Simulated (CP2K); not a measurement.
Consider 2-methylthiothiazole at its PBE geometry (Å).

```xyz
12

C    -2.4381    0.4245   -0.1787
S    -1.5961   -0.3631    1.2167
C     0.0488   -0.3042    0.6282
N     0.4278    0.1544   -0.5449
C     1.7949    0.0463   -0.6838
C     2.4690   -0.4961    0.3783
S     1.3552   -0.8955    1.6353
H    -2.2898   -0.1586   -1.0939
H    -3.5013    0.4476    0.0895
H    -2.0609    1.4421   -0.3261
H     2.2585    0.3864   -1.6079
H     3.5320   -0.6840    0.4874
```

Method: CP2K XAS_TDP, all-electron GAPW, PBEh(45%), aug-cc-pVDZ, TDA, GW2X-corrected core level, ZORA, spin–orbit coupling.

**Question.** Where do the S L₂,₃-edge lines lie, and how strong are they?

Leading lines: S2 168.29 eV and S7 168.68 eV. The leading line of an atom is its first one with 35 % of the strongest within 2.5 eV of its lowest line over the strength cut. Core ionisation energies at this level: S2 170.92/171.03/172.07 and S7 171.32/171.41/172.47 eV; the 2p½ level lies 1.10 eV above the 2p3/2 pair.

The first six lines of each atom with a strength over 0.0003:

| atom | energy (eV) | states | strength, one atom | above the computed threshold |
| --- | --- | --- | --- | --- |
| S2 (bonded to 2 C) | 166.97 | 1 | 0.0017 |  |
|  | 167.21 | 1 | 0.0017 |  |
|  | 167.90 | 1 | 0.0006 |  |
|  | 167.95 | 2 | 0.0004 |  |
|  | 168.05 | 1 | 0.0011 |  |
|  | 168.17 | 1 | 0.0012 |  |
| S7 (bonded to 2 C) | 167.10 | 2 | 0.0017 |  |
|  | 167.21 | 3 | 0.0003 |  |
|  | 167.23 | 1 | 0.0004 |  |
|  | 167.37 | 2 | 0.0004 |  |
|  | 167.59 | 1 | 0.0015 |  |
|  | 168.20 | 1 | 0.0016 |  |

Lines are vertical, at one geometry, with no vibrational structure. GW2X ionisation energies and lines can be off by 1 to 2 eV either way, and a good line position may hide errors that cancel. Rydberg lines, and the discretised continuum above threshold, depend on the basis and the box.

[Banner, clock and machine lines of the logs are left out without a mark of their own.]

[Logs are printed without paths, hosts, clocks, repeated set-up lines and the standing remarks that a program may print on its own settings, such as how far it seeks lower states.]

[Hosts, paths, dates, database ids (printed as entryN), source tags and the programs' standing remarks are cut or masked in the printed files.]
